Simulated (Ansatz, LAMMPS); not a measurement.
# Convergence of a linear-scaling basis for aqueous Li+ and Br-, 6.2 mol of salt per kg of water at 280 K (203 atoms)

Aim: test how closely localised support functions follow the reference on aqueous Li+ and Br-, 6.2 mol of salt per kg of water at 280 K (203 atoms), and at what cost. A setting counts as converged where the r.m.s. difference of forces stays under 1 % of the r.m.s. force.

Calculated with Ansatz 0.2.0; Kohn-Sham DFT, PBE+D3(BJ), PAW (set soft_2), plane waves.

## 1. The starting structure

The cell holds 203 atoms: 63 O, 126 H, 7 Li and 7 Br. Cell: a = 12.945 Å, b = 12.945 Å, c = 12.945 Å, α = 90.0°, β = 90.0°, γ = 90.0°. 63 H2O, 7 Li+, 7 Br- placed at random, at 1.33 g/cm³; overlaps pushed apart, then 10 ps at 420 K with Joung-Cheatham ions (J. Phys. Chem. B 112, 9020 (2008)); SPC/E water (Berendsen, Grigera and Straatsma, J. Phys. Chem. 91, 6269 (1987)). Snapshot after 20 ps at 280 K and fixed volume.

What the set-up can't give: The network of contacts between molecules at the start is that of the classical potential that made the cell, and needn't be the one that DFT or experiment would give. The density was typed from a rule of thumb and may lie off the real one at this temperature. The Brillouin zone is sampled at Γ only, in a cell whose shortest periodic width is 13 Å.

## 2. The classical run that made the cell

A classical potential supplies the starting structure, since it reaches far longer times than DFT.

This step: classical MD, Joung-Cheatham ions (J. Phys. Chem. B 112, 9020 (2008)); SPC/E water (Berendsen, Grigera and Straatsma, J. Phys. Chem. 91, 6269 (1987)) (LAMMPS 22 Jul 2025 - Update 4).

Contents of in.lmp:

```
# aqueous Li+ and Br-, 6.2 mol of salt per kg of water
units real
atom_style full
boundary p p p
bond_style harmonic
angle_style harmonic
dihedral_style opls
improper_style harmonic
special_bonds lj 0 0 0.5 coul 0 0 0.75
read_data data.lmp
neigh_modify delay 0 every 1 check yes one 4000
comm_modify cutoff 12.0
timestep 0.5
thermo_style custom step time temp pe press density
thermo_modify norm yes
# push overlapping molecules apart
pair_style soft 2.6
pair_coeff * * 0.0
variable a equal ramp(1,60)
fix ad all adapt 1 pair soft a * * v_a
velocity all create 420 89318 mom yes dist gaussian
fix lim all nve/limit 0.03
fix lan all langevin 420 420 50 89319 zero yes
thermo 1000
run 3000 post no
unfix ad
pair_style lj/cut/coul/long 9.0
pair_modify mix arithmetic tail yes
pair_coeff 1 1 0.1553 3.1660   # O
pair_coeff 2 2 0.0000 1.0000   # H
pair_coeff 3 3 0.3367 1.4094   # Li
pair_coeff 4 4 0.0270 4.9017   # Br
kspace_style pppm 1.0e-4
thermo 100
# [... 17 lines left out ...]
compute msd all msd com yes
thermo 5000
fix md all nvt temp 280 280 100
run 20000 post no
print "== T280: mean square displacement over the hold $(c_msd[4]:%.2f) A^2"
unfix md
uncompute msd
write_dump all custom T280.dump id type xs ys zs modify sort id
```

Command:

```bash
> lmp -in in.lmp -log none -nocite
```

Numbers of over 12 decimals in the logs are rounded to 6 here.

The program printed:

```text
LAMMPS (22 Jul 2025 - Update 4)
Reading data file ...
  orthogonal box = (0 0 0) to (12.94548 12.94548 12.94548)
  203 atoms
  orthogonal box = (0 0 0) to (12.94548 12.94548 12.94548)
  126 bonds
  63 angles
   Step          Time           Temp          PotEng         Press         Density
         0   0              420            0.15840263     8514.6152      1.3339985
      1000   500            429.50767      0.9491082      29812.331      1.3339985
      2000   1000           450.02174      0.80165573     36342.336      1.3339985
      3000   1500           405.42362      0.79647966     47618.55       1.3339985
Loop time of 0.190751 s on 1 MPI rank(s) for 3000 steps with 203 atoms
PPPM initialization ...
  G vector (1/distance) = 0.31069211
  grid = 9 9 9
  estimated relative force accuracy = 4.6765965e-05
   Step          Time           Temp          PotEng         Press         Density
      3000   1500           405.42362      4.5682618      173066.57      1.3339985
[... 13 lines left out ...]
      2000   1000           399.37577     -9.9906625     -1510.0068      1.3339985
Loop time of 1.26937 s on 1 MPI rank(s) for 2000 steps with 203 atoms
   Step          Time           Temp          PotEng         Press         Density
      2000   1000           580.38781     -10.521035      2121.6781      1.3339985
[... 5 lines left out ...]
Loop time of 6.87725 s on 1 MPI rank(s) for 10000 steps with 203 atoms
   Step          Time           Temp          PotEng         Press         Density
[... 4 lines left out ...]
Loop time of 3.4227 s on 1 MPI rank(s) for 5000 steps with 203 atoms
   Step          Time           Temp          PotEng         Press         Density
[... 2 lines left out ...]
     25000   24000          272.42455     -10.7021        2418.9366      1.3339985
     30000   29000          311.35833     -10.667834      3847.9491      1.3339985
     35000   34000          283.78081     -10.727318      4310.8182      1.3339985
     37000   36000          289.44636     -10.754063     -52.620918      1.3339985
Loop time of 13.2706 s on 1 MPI rank(s) for 20000 steps with 203 atoms
== T280: mean square displacement over the hold 11.19 A^2
```

Elapsed: 25 s, on 1 thread of Arm Neoverse V2, shared host; peak memory 0.082 GiB.

The input also reads data.lmp (atoms, bonds and types; not printed here).

## 3. Plane-wave single point

The first run fixes the reference, at a cutoff of 420 eV.

Contents of input.yaml:

```yaml
crystal:
  lattice:
    - [12.94548, 0.0, 0.0]
    - [0.0, 12.94548, 0.0]
    - [0.0, 0.0, 12.94548]
  atoms:
    - { symbol: O, position: [0.97319, 0.71734, 0.24306] }
    - { symbol: H, position: [0.96667, 0.64917, 0.27879] }
    - { symbol: H, position: [0.9028, 0.74545, 0.22817] }
    - { symbol: O, position: [0.50626, 0.01548, 0.43816] }
    - { symbol: H, position: [0.50353, 0.94688, 0.47358] }
    - { symbol: H, position: [0.45586, 0.01626, 0.37962] }
    - { symbol: O, position: [0.3524, 0.07981, 0.29933] }
    - { symbol: H, position: [0.33588, 0.03549, 0.23826] }
    - { symbol: H, position: [0.29158, 0.08179, 0.34691] }
    - { symbol: O, position: [0.27094, 0.46632, 0.44823] }
    - { symbol: H, position: [0.28615, 0.40542, 0.49325] }
    - { symbol: H, position: [0.2026, 0.49647, 0.46792] }
    - { symbol: O, position: [0.61505, 0.12088, 0.96883] }
    - { symbol: H, position: [0.66322, 0.09029, 0.0209] }
    - { symbol: H, position: [0.60508, 0.19597, 0.98397] }
    - { symbol: O, position: [0.9459, 0.27811, 0.94088] }
    - { symbol: H, position: [0.93915, 0.20582, 0.96727] }
    - { symbol: H, position: [0.99484, 0.27924, 0.88113] }
    - { symbol: O, position: [0.16308, 0.70567, 0.14253] }
    - { symbol: H, position: [0.09921, 0.70461, 0.18597] }
    - { symbol: H, position: [0.17404, 0.77685, 0.11459] }
    - { symbol: O, position: [0.93797, 0.49417, 0.32445] }
    - { symbol: H, position: [0.96872, 0.45214, 0.3815] }
    - { symbol: H, position: [0.9268, 0.44932, 0.26256] }
    - { symbol: O, position: [0.5874, 0.28981, 0.62052] }
    - { symbol: H, position: [0.52478, 0.29598, 0.66533] }
    - { symbol: H, position: [0.63396, 0.3502, 0.63288] }
    - { symbol: O, position: [0.54722, 0.79244, 0.84019] }
    - { symbol: H, position: [0.51454, 0.76674, 0.9053] }
    - { symbol: H, position: [0.50604, 0.85154, 0.8123] }
    - { symbol: O, position: [0.49636, 0.98252, 0.70527] }
    - { symbol: H, position: [0.55619, 0.02301, 0.73261] }
    [... 165 atom lines left out ...]
    - { symbol: Br, position: [0.34923, 0.43197, 0.95792] }
    - { symbol: Br, position: [0.73869, 0.49274, 0.63872] }
    - { symbol: Br, position: [0.68713, 0.40222, 0.22397] }
    - { symbol: Br, position: [0.26963, 0.09297, 0.75107] }
    - { symbol: Br, position: [0.94767, 0.93237, 0.55351] }
    - { symbol: Br, position: [0.74051, 0.99511, 0.15496] }
kpoints:
  mp_grid: { grid: [1, 1, 1] }
hamiltonian:
  xc: pbe
  dispersion: d3bj
scf:
  occupations: { method: fixed }
output:
  forces: true
  stress: true
  populations: true
  dos:
    method: { smearing: { sigma: 0.15 } }
    de: 0.1
    projected: { site_lists: { Br: [Br], H: [H], Li: [Li], O: [O] } }
  eigenvalues: true
  write_density: true
  write_potential: true
  volumetric_format: npy
```

Command:

```bash
> ansatz run input.yaml --threads 8 --pin off --max-ram 15872MiB --backend cpu --events-out ev --progress --plain --runs-dir out
```

The program printed:

```text
Engine: ansatz 0.2.0, aarch64-unknown-linux-gnu
Pseudopotentials: kind: paw
Pseudopotential: O, paw, valence charge 6, recommended cutoff 420 eV (normal), O.paw.azcp
Pseudopotential: H, paw, valence charge 1, recommended cutoff 420 eV (normal), H.paw.azcp
Pseudopotential: Li, paw, valence charge 3, recommended cutoff 420 eV (normal), Li.paw.azcp
Pseudopotential: Br, paw, valence charge 7, recommended cutoff 420 eV (normal), Br.paw.azcp
Functional definition: PBE
  parameter kappa = 0.804
  parameter beta = 0.066725
  exchange = pbe_x(kappa = kappa, mu = beta*pi^2/3)
  correlation = pbe_c(beta = beta)
Crystal: 203 atoms, lattice volume = 2169.474 Å³
Basis set: ecut = 420 eV, 42379 PW (Γ), exchange–correlation on 180×180×180 points (8 copies of the dense FFT grid, shifted against one another)
Bands: 490, of which v1, the nominal top of the filled ones, is band 287 counted from 1 (286 counted from 0)
Symmetry: 1 space group operations
Space group: P1 (ITA 1), of the structure as read, at distance tolerance 1.3e-4 Å
k-points: 1
Non-local potential: O, projectors of the file, l = 0: 2, l = 1: 2, l = 2: 1
Non-local potential: H, projectors of the file, l = 0: 2, l = 1: 1
Non-local potential: Li, projectors of the file, l = 0: 3, l = 1: 2, l = 2: 1
Non-local potential: Br, projectors of the file, l = 0: 2, l = 1: 2, l = 2: 2
PAW form: soft (Blöchl's): semilocal exchange-correlation on the pseudo side does not see the compensation charge
PAW one-centre angular grid: O, 110 points (default); XC on 64 Gauss nodes
PAW one-centre angular grid: H, 110 points (default); XC on 64 Gauss nodes
PAW one-centre angular grid: Li, 110 points (default); XC on 64 Gauss nodes
PAW one-centre angular grid: Br, 110 points (default); XC on 64 Gauss nodes
Initial density: superposition of atomic densities (neutral atoms: chi_scale 0, normalization atom), corrected by the library's trained network
Initial wavefunctions: pseudopotential atomic-orbital guess
Functional: x = pbe(κ = 0.804, μ = 0.219515), c = pbe(β = 0.066725)
SCF iter   1: F=—  HF=-58722.843766 eV  |F-HF|=—  |Δ(HF+E_count)|=         —  Δρ=2.84e-3  dr2=2.61e-1  ethr=1.77e-3  ⟨swp⟩=5.0  Hψ=1762  notcnv=0  defer=200
preconditioner: auto → Resta (q_TF=auto, 2.186 Å⁻¹)  ε∞=2.2  [insulator: Δε(μ)=4.142 eV  Ē_g=17.103 eV  n_scr=388 (ndim 8)  ℏωp=18.9 eV  f_vac=0.223  ε∞_Penn≈2.2]
SCF iter   2: F=—  HF=-58722.724068 eV  |F-HF|=—  |Δ(HF+E_count)|=   1.20e-1  Δρ=1.49e-3  dr2=5.75e-2  ethr=4.55e-5  ⟨swp⟩=3.0  Hψ=775  notcnv=0  defer=201
SCF iter   3: F=—  HF=-58722.686364 eV  |F-HF|=—  |Δ(HF+E_count)|=   3.77e-2  Δρ=5.91e-4  dr2=1.55e-2  ethr=1.00e-5  ⟨swp⟩=3.0  Hψ=572  notcnv=0  defer=201
SCF iter   4: F=—  HF=-58722.680606 eV  |F-HF|=—  |Δ(HF+E_count)|=   5.76e-3  Δρ=1.90e-4  dr2=8.86e-4  ethr=2.70e-6  ⟨swp⟩=3.0  Hψ=517  notcnv=0  defer=201
SCF iter   5: F=—  HF=-58722.680674 eV  |F-HF|=—  |Δ(HF+E_count)|=   6.74e-5  Δρ=1.08e-4  dr2=1.95e-4  ethr=1.54e-7  ⟨swp⟩=2.0  Hψ=573  notcnv=0  defer=201
SCF iter   6: F=—  HF=-58722.680651 eV  |F-HF|=—  |Δ(HF+E_count)|=   2.31e-5  Δρ=3.05e-5  dr2=1.47e-5  ethr=3.40e-8  ⟨swp⟩=2.0  Hψ=830  notcnv=0  defer=199
SCF iter   7: F=—  HF=-58722.681181 eV  |F-HF|=—  |Δ(HF+E_count)|=   5.31e-4  Δρ=7.02e-6  dr2=9.17e-7  ethr=2.56e-9  ⟨swp⟩=2.0  Hψ=578  notcnv=0  defer=199
SCF iter   8: F=—  HF=-58722.681182 eV  |F-HF|=—  |Δ(HF+E_count)|=   9.89e-7  Δρ=4.20e-6  dr2=2.92e-7  ethr=1.60e-10  ⟨swp⟩=2.0  Hψ=571  notcnv=0  defer=199
SCF iter   9: F=-58722.681182 eV  HF=-58722.681182 eV  |F-HF|=5.78e-9  |Δ(HF+E_count)|=   9.35e-9  Δρ=8.95e-7  dr2=1.42e-8  ethr=1.74e-11  ⟨swp⟩=24.0  Hψ=5099  notcnv=0
SCF 1 converged in 9 iterations: F = -58722.681182 eV  dr2 = 1.42e-8
  greatest PAW one-centre occupation: 1.000 electrons in one spin orbital (limit 2), on the Li atom at site 193 (counted from 0), in its partial waves of l = 0
SCF converged after 9 iterations
Free energy (F): -58722.681182 eV
Harris-Foulkes:  -58722.681182 eV  (|F-HF|=5.78e-9)
Internal energy: -58722.681182 eV  (E = F + TS)
E sigma→0 (E₀):  -58722.681182 eV
Fermi energy:    -1.496787 eV
--- Per-component energies (eV) ---
  E_band       = -5543.848914
  E_kinetic    = 13808.995400
  E_local      = -42322.988272  (includes V_loc(G=0)·N_el)
  E_nonlocal   = 3502.275435
  E_hartree    = 15070.947286
  E_xc         = -7646.844228
  E_vxc        = -8131.663590  (∫ρ·V_xc dr)
  E_paw        = -25933.470265  (= ΣΔE_a)
  E_vpaw       = -2542.370149  (= ΣTr[D̂ρ^β])
  E_aug_tail   = 0.010830  (compensation charges beyond the density's cutoff)
  E_ewald      = -15192.655106
  E_disp       = -8.952263  (pairwise vdW)
  E_smearing   = -0.000000  (= −TS)
  E_closure    = -0.000000  (closes the sum)
  Σ components = -58722.681182   (vs F -58722.681182, Δ=0.00e0)
--- Forces (eV/Å), atoms counted from 1 ---
  atom   1  O      0.34085390    -0.54347697     0.56729079
  atom   2  H     -0.20808276     0.61849801    -0.40084353
  atom   3  H     -0.06098393    -0.53528766    -0.03076705
  atom   4  O     -0.18747918    -0.16610928    -0.56168764
  atom   5  H     -0.30038467     0.60717467    -0.67205854
  atom   6  H      0.49153538    -0.11679937     0.90840238
  atom   7  O     -0.67703119    -0.11784076    -0.16325389
  atom   8  H      0.01212410     0.71855188     1.22299918
  atom   9  H      0.80001634    -0.55080891    -1.01172050
  atom  10  O     -0.61104224     0.42335504     0.16923059
  atom  11  H     -0.66716259     0.59030726    -0.26078601
  atom  12  H      0.91488585    -0.74432888     0.05046597
  atom  13  O      0.22054830    -0.36964214     0.27602718
  atom  14  H     -0.53550101     0.42800121    -0.56243296
[...]
atom 202  Br     0.09238911     0.06316029     0.14518912
  atom 203  Br    -0.11759956     0.25069248     0.21155027
  max |Σ_I F_I| component: 5.35e-5 eV/Å
--- Stress (GPa, compression-positive) ---
       -2.131390      -0.154816       0.095120
       -0.154816      -2.696000       0.026939
        0.095120       0.026939      -2.339280
  P = ⅓ Tr σ = -2.3889 GPa (-23.889 kbar)
--- Band table (eV) ---
  k-point 0: bands = ["-44.4659", "-44.4194", "-44.1111", "-43.9581", [... 474 levels ...], "11.1659", "11.1677", "11.1943", "11.2300", "11.2358", "11.2759", "11.2934", "11.3200", "11.3860", "11.4017", "11.4213", "11.4500"]
--- Löwdin populations: 203 sites ---
  site symbol       q [e]
     0      O      6.6730
     1      H      0.6001
     2      H      0.6128
[...]
202     Br      7.4617
  spilling = 0.010070 (of n_electrons = 574.000000)
```

The job ended after 23 s (8 threads of Arm Neoverse V2, shared host; peak memory 3.1 GiB).

Reading the cycles: dr2 is the Hartree energy of the density residual (eV), the measure of convergence; HF is the Harris–Foulkes estimate of the energy, which meets the free energy F at convergence.

Read from the output:

```yaml
free_energy: -58722.6812 eV
free_energy_per_atom: -289.2743 eV/atom
scf_cycles: 9
pressure: -2.389 GPa
r_m_s_force_component: 0.5131 eV/Å
longest_force: 1.499 eV/Å
fermi_energy: -1.497 eV
spacing_of_highest_filled_and_lowest_empty_level: 3.884 eV
spilling_of_the_projection: 0.01007
```

Neighbours are counted within 1.21 Å (H-O), 2.33 Å (O-Li), 2.98 Å (Br-Li).

Length of the force by element and coordination:

| element | coordination | atoms | mean length of the force (eV/Å) | spread | least | most |
| --- | --- | --- | --- | --- | --- | --- |
| Br | all | 7 | 0.369 | 0.153 | 0.183 | 0.678 |
| Br | 0 | 5 | 0.413 | 0.160 | 0.183 | 0.678 |
| Br | 1 | 2 | 0.258 | 0.0162 | 0.241 | 0.274 |
| H | all | 126 | 0.972 | 0.263 | 0.401 | 1.50 |
| Li | all | 7 | 0.351 | 0.174 | 0.0699 | 0.582 |
| O | all | 63 | 0.649 | 0.244 | 0.0679 | 1.27 |
| O | 2 | 37 | 0.715 | 0.254 | 0.0679 | 1.27 |
| O | 3 | 26 | 0.555 | 0.193 | 0.251 | 1.06 |

Löwdin charges by element and coordination (they lack the spilled electrons, 0.028 e an atom on average):

| element | coordination | atoms | mean charge (e) | spread | least | most |
| --- | --- | --- | --- | --- | --- | --- |
| Br | all | 7 | -0.485 | 0.0346 | -0.533 | -0.439 |
| Br | 0 | 5 | -0.467 | 0.0217 | -0.504 | -0.439 |
| Br | 1 | 2 | -0.531 | 0.0018 | -0.533 | -0.530 |
| H | all | 126 | 0.382 | 0.0144 | 0.348 | 0.413 |
| Li | all | 7 | 0.764 | 0.028 | 0.697 | 0.784 |
| O | all | 63 | -0.702 | 0.033 | -0.758 | -0.621 |
| O | 2 | 37 | -0.681 | 0.0237 | -0.735 | -0.621 |
| O | 3 | 26 | -0.732 | 0.018 | -0.758 | -0.673 |

States in the cell by windows of 1 eV, zero at the Fermi level; the larger projections on atomic orbitals stand beside the total:

| from (eV) | to (eV) | total | O p | H s | Br p |
| --- | --- | --- | --- | --- | --- |
| -10 | -9 | 0.0 | 0.0 | 0.0 | 0.0 |
| -9 | -8 | 6.3 | 4.2 | 1.9 | 0.0 |
| -8 | -7 | 68.8 | 46.9 | 20.1 | 0.4 |
| -7 | -6 | 48.6 | 33.6 | 14.0 | 0.2 |
| -6 | -5 | 4.5 | 3.3 | 0.9 | 0.0 |
| -5 | -4 | 32.4 | 24.9 | 3.3 | 0.5 |
| -4 | -3 | 57.7 | 46.6 | 4.0 | 0.9 |
| -3 | -2 | 42.7 | 37.4 | 1.4 | 0.8 |
| -2 | -1 | 97.9 | 79.9 | 0.8 | 15.6 |
| -1 | 0 | 60.2 | 38.6 | 0.5 | 20.5 |
| 0 | 1 | 0.8 | 0.8 | 0.0 | 0.0 |
| 1 | 3 | 0.0 | 0.0 | 0.0 | 0.0 |
| 3 | 4 | 1.8 | 0.1 | 1.0 | 0.0 |
| 4 | 5 | 4.2 | 0.4 | 2.4 | 0.1 |

With fixed occupations the program's Fermi level is the highest filled level; weight inside the gap is the broadening of levels at its edges.

Between -26 and -10 eV lie 140 more states.

The levels nearest the highest filled one (over half full), pooled over k-points and spins:

| level less the highest filled one (eV) | occupation |
| --- | --- |
| -0.438 | 2 |
| -0.419 | 2 |
| -0.395 | 2 |
| -0.311 | 2 |
| -0.214 | 2 |
| 0 | 2 |
| 3.88 | 0 |
| 4.88 | 0 |
| 4.99 | 0 |
| 5.04 | 0 |
| 5.42 | 0 |
| 5.45 | 0 |

Valence density in the bc plane at fractional x = 0.342, with atoms of O and H and Li and Br within 0.2 Å of it. It is the smooth field of the valence electrons, not physical close to the nuclei.

Values in e/Å³, 13 rows by 16 columns, each cell a mean:
```
0.2 0.2 0.0 0.0 0.0 0.3 0.9 0.8 0.4 0.0 0.0 0.1 1.4 1.0 0.1 0.0
0.0 0.1 0.0 0.0 0.0 0.1 0.3 0.4 0.1 0.1 0.5 0.5 0.1 0.1 0.0 0.0
0.2 0.4 0.3 0.1 0.1 0.1 0.1 0.0 0.1 1.0 3.9 1.4 0.0 0.0 0.0 0.0
0.2 0.5 0.3 0.1 0.2 0.2 0.0 0.0 0.0 0.1 0.8 0.3 0.0 0.0 0.0 0.0
0.0 0.1 0.1 0.1 0.4 0.2 0.0 0.0 0.0 0.0 0.1 0.2 0.1 0.0 0.0 0.0
0.0 0.0 0.0 0.1 0.9 0.5 0.0 0.0 0.0 0.0 0.1 0.1 0.1 0.0 0.0 0.0
0.0 0.0 0.0 0.1 0.3 0.2 0.1 0.3 0.1 0.0 0.4 0.6 0.1 0.1 0.2 0.1
0.1 0.1 0.0 0.0 0.1 0.0 0.1 0.2 0.4 0.3 1.7 4.1 1.0 0.1 0.4 0.2
0.7 2.9 0.6 0.0 0.0 0.0 0.0 0.0 1.4 1.5 0.3 0.5 0.1 0.0 0.0 0.0
0.9 2.3 0.5 0.1 0.5 0.2 0.0 0.0 0.6 1.2 0.1 0.0 0.0 0.0 0.0 0.0
0.1 0.1 0.0 0.5 4.1 1.5 0.1 0.1 1.7 2.6 0.3 0.0 0.0 0.0 0.0 0.0
0.0 0.0 0.0 0.1 0.8 0.6 0.1 0.1 0.3 0.2 0.0 0.0 0.0 0.0 0.0 0.0
0.2 0.2 0.0 0.0 0.1 0.1 0.6 0.7 0.2 0.0 0.0 0.1 0.8 0.5 0.1 0.0
```
Columns run along b (12.9 Å), rows up along c (12.9 Å). Atoms in or near the plane, at fractional coordinates: O at (0.08, 0.30), H at (0.04, 0.24), H at (0.52, 0.14), O at (0.28, 0.18), H at (0.30, 0.11), O at (0.65, 0.79), H at (0.58, 0.80), H at (0.69, 0.85), O at (0.69, 0.41), H at (0.77, 0.40), Li at (0.55, 0.35), Br at (0.43, 0.96).

Electrostatic potential energy in the bc plane at fractional x = 0.342, with atoms of O and H and Li and Br within 0.2 Å of it. With pseudopotentials it is smooth inside the atoms' cores, unlike the true potential.

Ten even steps from '0' (-36 eV) to '9' (6 eV), each cell a mean:
```
9988899999999800000899999999501799999
9988899999999830003899999999867899999
9999999999999987678999998548999999999
9999999999999999999987765128899999999
9987889998999999999870100059999999999
9975679986789999999987731379999999999
9987789988899999999999998899999999999
9999999998789999999999999999999999999
9999999997469999999999999999999999999
9999999998668999999999999999999999999
9999999998668999999999999999999999999
9999999999889988999999998789999999999
9999999998789998989999997458999999999
9999999999999999998988894001449998899
9998899999999999998634796104338999999
9842489999999999998512699989999999999
9600079999999999999866899999999999999
8203599999899999999976899999999999999
8358999995237999999600388999999999999
9899999991004999997301478999999999999
9999999997305999996148888999999999999
9999999999724999998889999999999999999
9999999999988998889999999999998999999
9889999999999862126999999999745899999
```
Columns run along b (12.9 Å; values clipped at the 3rd and 97th percentile), rows up along c (12.9 Å). Atoms in or near the plane, at fractional coordinates: O at (0.08, 0.30), H at (0.04, 0.24), H at (0.52, 0.14), O at (0.28, 0.18), H at (0.30, 0.11), O at (0.65, 0.79), H at (0.58, 0.80), H at (0.69, 0.85), O at (0.69, 0.41), H at (0.77, 0.40), Li at (0.55, 0.35), Br at (0.43, 0.96).

Mean Löwdin charges: Br -0.49, H +0.38, Li +0.76, O -0.70 e (they miss 1.0 % of the electrons, so they add up to more than the cell's charge). The largest share in the top eV of filled states is O p (65 % of the projected weight), and in the lowest eV of empty states H s (62 % of the projected weight).

(Part 1 of 2 ends here.)

[Logs are printed without paths, hosts, clocks, repeated set-up lines and the standing remarks that a program may print on its own settings, such as how far it seeks lower states.]

[Hosts, paths, dates, database ids (printed as entryN), source tags and the programs' standing remarks are cut or masked in the printed files.]
